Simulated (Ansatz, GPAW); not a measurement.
**BAs (110), 5 units in an electric field**

How does BAs (110), 5 units screen a perpendicular field?

Calculated with GPAW 26.7.0 and Ansatz 0.2.0; Ansatz plane waves; layer without images along its normal, relaxation of atoms and in-plane cell, in the first sound run; inputs show where later runs differ.

This is a report of a sequence of runs, with most program output left out.

### Step 1. Starting point

The cell holds 10 atoms: 5 B and 5 As. Its edges and angles: a = 3.380 Å, b = 4.780 Å, c = 20.760 Å, α = 90.0°, β = 90.0°, γ = 90.0°. It derives from BAs (zincblende BAs). Vacuum lies along c.

### Step 2. Relaxation

The atoms are relaxed first, since the surface dipole, and with it the work function, follows the positions of the outer layers.

input.yaml reads:

```yaml
crystal:
  lattice:
    - [3.37997041, 0.0, 0.0]
    - [0.0, 4.78, 0.0]
    - [0.0, 0.0, 20.7599408281]
  atoms:
    - { symbol: B, position: [0.5, 0.5, 0.337187859] }
    - { symbol: As, position: [0.0, 0.75, 0.337187859] }
    - { symbol: B, position: [0.0, 0.0, 0.4185939295] }
    - { symbol: As, position: [0.5, 0.25, 0.4185939295] }
    - { symbol: B, position: [0.5, 0.5, 0.5] }
    - { symbol: As, position: [0.0, 0.75, 0.5] }
    - { symbol: B, position: [0.0, 0.0, 0.5814060705] }
    - { symbol: As, position: [0.5, 0.25, 0.5814060705] }
    - { symbol: B, position: [0.5, 0.5, 0.662812141] }
    - { symbol: As, position: [0.0, 0.75, 0.662812141] }
  periodic: [true, true, false]
kpoints:
  mp_grid: { grid: [8, 6, 1] }
hamiltonian:
  xc: pbe
scf:
  occupations: { method: fermi_dirac, width: 0.05 }
relax:
  f_tol: 0.01
  max_steps: 90
  cell: {}
```

Run with:

```sh
> ansatz run input.yaml --threads 2 --pin off --max-ram 4096MiB --backend cpu --events-out ev --progress --plain --runs-dir out
```

Run time: 2.9 min. Hardware: 2 threads of AMD EPYC 7R32 (Zen 2), shared host; peak memory 1.1 GiB; 5.8 min of CPU time.

Relaxation path:

```
step  energy less that of the first step (eV)  largest force component (eV/Å)  volume (Å³)
   1                                   0.0000                          1.9346       602.95
   2                                  -1.1769                          1.4622       606.21
   3                                  -1.6006                          0.6661       606.98
   4                                  -1.6464                          0.4612       604.49
   5                                  -1.6627                          0.0532       607.81
   6                                  -1.6631                          0.0184       608.73
   7                                  -1.6632                          0.0161       609.24
   8                                  -1.6632                          0.0019       609.38
  9*                                  -1.6642                          0.0019       609.38
```

Relaxation steps marked * repeat the geometry before them on a plane-wave basis chosen anew for their cell, so energy and pressure can jump there.

The run keeps the 4 symmetry operations that it works with, so distortions that break them were not tested.

```
cell as run  before  after  change
      a (Å)   3.380  3.371  -0.3 %
      b (Å)   4.780  4.844  +1.3 %
```

The atoms that moved most (Å, along periodic axes as changes of fractional coordinates times the final cell, across vacuum about the mean position):

```
atom     dx      dy      dz  length
  B1  0.000   0.223   0.369   0.431
  B9  0.000   0.223  -0.369   0.431
As10  0.000   0.017   0.188   0.189
 As2  0.000   0.017  -0.188   0.189
 As4  0.000  -0.097  -0.018   0.099
 As8  0.000  -0.097   0.018   0.099
  B3  0.000  -0.078  -0.025   0.082
  B7  0.000  -0.078   0.025   0.082
```

Numbers from this step:

```
free energy         : -25057.5392 eV
smearing term TS    : 6.11e-4 eV
gap by band count   : 0.4128 eV
symmetry operations : 4
```

The relaxation lowered the energy of the cell by 1.66 eV.

### Step 3. The slab's potential

With the geometry fixed, the planar mean of the potential gives the vacuum level on each side.

This step: GPAW, PAW setups; slab in vacuum (GPAW 26.7.0).

The cell differs from the one that the last finished run ended in (c 37.320 → 21.137 Å).

run.py reads:

```python
import json
import numpy as np
from ase import Atoms
from gpaw import GPAW, PW

slab = Atoms(
    ['B', 'As', 'B', 'As', 'B', 'As', 'B', 'As', 'B', 'As'],
    positions=[
        [1.68541, 2.64487, 7.55725],
        [-0.00000, 3.65010, 7.00000],
        [-0.00000, -0.07821, 8.85368],
        [1.68541, 1.11392, 8.86035],
        [1.68541, 2.35744, 10.56845],
        [-0.00000, 3.56869, 10.56845],
        [-0.00000, -0.07821, 12.28322],
        [1.68541, 1.11392, 12.27656],
        [1.68541, 2.64487, 13.57966],
        [-0.00000, 3.65010, 14.13691]],
    cell=[[3.37082, 0.0, 0.0], [0.0, 4.84412, 0.0], [0.0, 0.0, 21.1369]],
    pbc=[True, True, False])

slab.calc = GPAW(mode=PW(500), xc='PBE', kpts={'size': (8, 6, 1), 'gamma': True},
                 occupations={'name': 'fermi-dirac', 'width': 0.05}, nbands='140%',
                 convergence={'density': 1e-05}, maxiter=200,
                 poissonsolver={'dipolelayer': 'xy'},
                 symmetry={'tolerance': 1e-3}, txt='slab.txt')
result = {}
energy = slab.get_potential_energy()
fermi = slab.calc.get_fermi_level()
v = slab.calc.get_electrostatic_potential().mean((0, 1)) - fermi
n = slab.calc.get_pseudo_density().mean((0, 1))
L = slab.cell[2, 2]
z = np.arange(len(v)) * L / len(v)
low, high = slab.positions[:, 2].min(), slab.positions[:, 2].max()
below, above = np.interp([low - 4.8, high + 4.8], z, v)
slopes = [np.interp(x, z, np.gradient(v, z)) for x in (low - 4.8, high + 4.8)]
eps = np.array([[slab.calc.get_eigenvalues(k, s) for k in range(len(slab.calc.get_ibz_k_points()))]
                for s in range(slab.calc.get_number_of_spins())]) - fermi
top, bottom = eps[eps < 0].max(), eps[eps > 0].min()
dipole = slab.get_dipole_moment()[2]
print(f'energy {energy:.4f} eV, Fermi level {fermi:.4f} eV, dipole {dipole:.5f} e A')
print(f'potential 4.8 A off the faces, from the Fermi level: lower {below:.4f} eV, upper {above:.4f} eV')
print(f'slope of the potential there: lower {slopes[0]:.5f}, upper {slopes[1]:.5f} eV/A')
print(f'nearest levels on the mesh: {top:.4f} and {bottom:.4f} eV')
print('magnetic moment', round(slab.get_magnetic_moment(), 3))
result.update(energy=energy, fermi=fermi, dipole=dipole, below=below, above=above, slopes=slopes, edges=[top, bottom],
              z=z.tolist(), v=v.tolist(), n=n.tolist(), positions=slab.positions.tolist(),
              forces=slab.get_forces(apply_constraint=False).tolist(), moments=slab.get_magnetic_moments().tolist())
json.dump(result, open('result.json', 'w'))
```

Run with:

```sh
> OMP_NUM_THREADS=1 OPENBLAS_NUM_THREADS=2 python run.py
```

It took 71 s on 2 threads; peak memory 0.35 GiB.

Numbers from this step:

```
dipole along the normal                    : 3.89e-5 e·Å
levels nearest the Fermi level on the mesh : -0.1778, 0.2339 eV from the Fermi level
upper work function                        : 4.953 eV
lower work function                        : 4.955 eV
upper ionisation energy                    : 5.131 eV
```

Table of electrostatic potential energy of an electron (without an applied field's), less the Fermi level, planar mean by z:

z (Å), electrostatic potential energy of an electron (without an applied field's), less the Fermi level, planar mean (eV) and a bar from the least value:
```
      0.0        5.0 ##############################
      0.5        5.0 ##############################
      1.0        5.0 ##############################
      1.5        5.0 ##############################
      2.0        5.0 ##############################
      2.5        5.0 ##############################
      3.0        5.0 ##############################
      3.5        5.0 ##############################
      4.0        4.9 ##############################
      4.5        4.9 ##############################
      5.0        4.8 ##############################
      5.5        4.5 #############################
      6.0        3.1 ###########################
      6.5       -2.0 ###################
      7.0       -9.8 #######
      7.5       -8.4 #########
      8.0       -3.2 #################
      8.5       -8.6 #########
      9.0      -13.3 ##
      9.5       -3.4 #################
     10.0       -4.4 ################
     10.5      -14.3 
     11.0       -6.9 ############
     11.5       -2.4 ###################
     12.0      -10.4 ######
     12.5      -11.8 ####
     13.0       -3.3 #################
     13.5       -6.9 ############
     14.0      -10.1 #######
     14.5       -4.4 ###############
     15.0        2.2 ##########################
     15.5        4.3 #############################
     16.0        4.8 ##############################
     16.5        4.9 ##############################
     17.0        4.9 ##############################
     17.5        5.0 ##############################
     18.0        5.0 ##############################
     18.5        5.0 ##############################
     19.0        5.0 ##############################
     19.5        5.0 ##############################
     20.0        5.0 ##############################
     20.5        5.0 ##############################
     21.0        5.0 ##############################
```

The pseudo valence density, planar mean oscillates, so the rows of the table below give means over windows of 1 Å about each position, cut where the curve ends. Its maxima inside the range that stand out by 2 % of the span (Å: e/Å³): 6.6: 0.202, 7.5: 0.321, 8.3: 0.331, 9.2: 0.313, 10.2: 0.312, 10.9: 0.312, 11.9: 0.313, 12.8: 0.331, 13.6: 0.321, 14.5: 0.202. Its minima: 7.0: 0.170, 7.9: 0.309, 8.9: 0.227, 9.6: 0.290, 10.6: 0.222, 11.5: 0.290, 12.3: 0.227, 13.2: 0.309, 14.2: 0.170.

Pseudo valence density, planar mean against z; means over each step:

```
z (Å)  pseudo valence density, planar mean (e/Å³)
    3                                      2.6e-5
    4                                      4.2e-4
    5                                     0.00703
    6                                      0.0891
    7                                       0.222
    8                                       0.318
    9                                       0.281
   10                                       0.291
   11                                       0.284
   12                                       0.281
   13                                       0.316
   14                                       0.239
   15                                       0.112
   16                                      0.0102
   17                                      6.3e-4
   18                                      3.8e-5
   19                                      2.3e-6
```

Force by atom:

```
atom  x (eV/Å)  y (eV/Å)  z (eV/Å)    size
  B1    0.0000   -0.0140   -0.0048  0.0149
 As2    0.0000    0.0427   -0.0511  0.0666
  B3    0.0000   -0.0092   -0.0058  0.0108
 As4    0.0000   -0.0191    0.0107  0.0219
  B5    0.0000   -0.0066    0.0000  0.0066
 As6    0.0000    0.0057    0.0000  0.0057
  B7    0.0000   -0.0092    0.0058  0.0108
 As8    0.0000   -0.0191   -0.0107  0.0219
  B9    0.0000   -0.0140    0.0048  0.0149
As10    0.0000    0.0427    0.0511  0.0666
```

The layer is gapped, so the Fermi level lies somewhere inside the gap, set by smearing and numerics, and these work functions are no property of the material; the band edges below the vacuum level are. The potential is flat to 1.1e-4 eV/Å where it is read, so the vacuum is wide enough. The geometry is the other program's minimum; here the largest force on a free atom is 0.067 eV/Å.

### Step 4. Field on

A uniform field along the normal polarises the slab; the atoms stay fixed, so this is the electronic response alone.

run.py, as its differences from that of step 3:

```diff
@@ -4,2 +4,3 @@
 from gpaw import GPAW, PW
+from gpaw.external import ConstantElectricField
 
@@ -25,2 +26,3 @@
                  poissonsolver={'dipolelayer': 'xy'},
+                 external=ConstantElectricField(-0.2, [0, 0, 1]),
                  symmetry={'tolerance': 1e-3}, txt='slab.txt')
```

Wall time 1.8 min (2 threads); peak memory 0.45 GiB.

This step gave:

```yaml
dipole_along_the_normal: -0.1591 e·Å
levels_nearest_the_fermi_level_on_the_mesh: -0.1708, 0.2041 eV from the Fermi level
potential_below_the_slab_the_applied_field_s_own_ramp_left_out: 4.082 eV from the Fermi level
potential_above_the_slab_the_applied_field_s_own_ramp_left_out: 5.845 eV from the Fermi level
```

The electrostatic potential energy of an electron (without an applied field's), less the Fermi level, planar mean oscillates, so the rows of the table below give means over windows of 1.7 Å about each position, cut where the curve ends. Its maxima inside the range that stand out by 2 % of the span (Å: eV): 8.0: -3.55, 9.7: -2.36, 11.4: -2.05, 13.1: -2.61, 19.8: 5.84. Its minima: 7.1: -10.8, 8.9: -15.1, 10.6: -14.8, 12.3: -14.4, 14.1: -9.50.

Table of electrostatic potential energy of an electron (without an applied field's), less the Fermi level, planar mean by z; means over each step:

```
z (Å)  electrostatic potential energy of an electron (without an applied field's), less the Fermi level, planar mean (eV)
 0.85                                                                                                                4.18
 2.55                                                                                                                4.08
 4.25                                                                                                                4.05
 5.95                                                                                                               0.936
 7.65                                                                                                               -7.44
 9.35                                                                                                               -7.91
11.05                                                                                                               -7.60
12.75                                                                                                               -7.74
14.45                                                                                                               -3.52
16.15                                                                                                                5.58
17.85                                                                                                                5.84
19.55                                                                                                                5.84
```

Force by atom:

```
atom  x (eV/Å)  y (eV/Å)  z (eV/Å)    size
  B1    0.0000    0.0019   -0.0005  0.0020
 As2    0.0000    0.0529   -0.0526  0.0746
  B3    0.0000   -0.0192   -0.0138  0.0236
 As4    0.0000   -0.0294    0.0146  0.0328
  B5    0.0000   -0.0069   -0.0059  0.0090
 As6    0.0000    0.0059    0.0049  0.0077
  B7    0.0000    0.0006   -0.0019  0.0020
 As8    0.0000   -0.0081   -0.0070  0.0107
  B9    0.0000   -0.0298    0.0102  0.0315
As10    0.0000    0.0321    0.0519  0.0611
```

The dipole is now -0.159 e Å, against 3.9e-5 in the run without a field.

### Step 5. In a field

run.py, as its differences from that of step 4:

```diff
@@ -26,3 +26,3 @@
                  poissonsolver={'dipolelayer': 'xy'},
-                 external=ConstantElectricField(-0.2, [0, 0, 1]),
+                 external=ConstantElectricField(-0.1, [0, 0, 1]),
                  symmetry={'tolerance': 1e-3}, txt='slab.txt')
```

Wall time 97 s (2 threads); peak memory 0.44 GiB.

Numbers from this step:

* dipole along the normal: -0.07953 e·Å
* levels nearest the Fermi level on the mesh: -0.1760, 0.2211 eV from the Fermi level
* potential below the slab, the applied field's own ramp left out: 4.516 eV from the Fermi level
* potential above the slab, the applied field's own ramp left out: 5.397 eV from the Fermi level

Electrostatic potential energy of an electron (without an applied field's), less the Fermi level, planar mean against z:

```
z (Å)  electrostatic potential energy of an electron (without an applied field's), less the Fermi level, planar mean (eV)
  0.0                                                                                                                4.96
  0.5                                                                                                                4.52
  1.0                                                                                                                4.52
  1.5                                                                                                                4.52
  2.0                                                                                                                4.52
  2.5                                                                                                                4.52
  3.0                                                                                                                4.52
  3.5                                                                                                                4.51
  4.0                                                                                                                4.51
  4.5                                                                                                                4.49
  5.0                                                                                                                4.41
  5.5                                                                                                                4.07
  6.0                                                                                                                2.67
  6.5                                                                                                               -2.35
  7.0                                                                                                               -10.1
  7.5                                                                                                               -8.70
  8.0                                                                                                               -3.40
  8.5                                                                                                               -8.83
  9.0                                                                                                               -13.4
  9.5                                                                                                               -3.53
 10.0                                                                                                               -4.41
 10.5                                                                                                               -14.3
 11.0                                                                                                               -6.85
 11.5                                                                                                               -2.29
 12.0                                                                                                               -10.2
 12.5                                                                                                               -11.6
 13.0                                                                                                               -3.10
 13.5                                                                                                               -6.66
 14.0                                                                                                               -9.81
 14.5                                                                                                               -4.04
 15.0                                                                                                                2.64
 15.5                                                                                                                4.69
 16.0                                                                                                                5.22
 16.5                                                                                                                5.35
 17.0                                                                                                                5.39
 17.5                                                                                                                5.39
 18.0                                                                                                                5.40
 18.5                                                                                                                5.40
 19.0                                                                                                                5.40
 19.5                                                                                                                5.40
 20.0                                                                                                                5.40
 20.5                                                                                                                5.40
 21.0                                                                                                                5.13
```

Force by atom:

```
atom  x (eV/Å)  y (eV/Å)  z (eV/Å)    size
  B1    0.0000   -0.0062   -0.0025  0.0067
 As2    0.0000    0.0478   -0.0515  0.0703
  B3    0.0000   -0.0141   -0.0097  0.0171
 As4    0.0000   -0.0243    0.0126  0.0274
  B5    0.0000   -0.0067   -0.0029  0.0073
 As6    0.0000    0.0058    0.0024  0.0063
  B7    0.0000   -0.0042    0.0019  0.0047
 As8    0.0000   -0.0136   -0.0090  0.0163
  B9    0.0000   -0.0218    0.0073  0.0230
As10    0.0000    0.0374    0.0511  0.0633
```

The dipole is now -0.0795 e Å, against 3.9e-5 in the run without a field.

[end of part 1 of 2]

[Logs are printed without paths, hosts, clocks, repeated set-up lines and the standing remarks that a program may print on its own settings, such as how far it seeks lower states.]

[Hosts, paths, dates, database ids (printed as entryN), source tags and the programs' standing remarks are cut or masked in the printed files.]
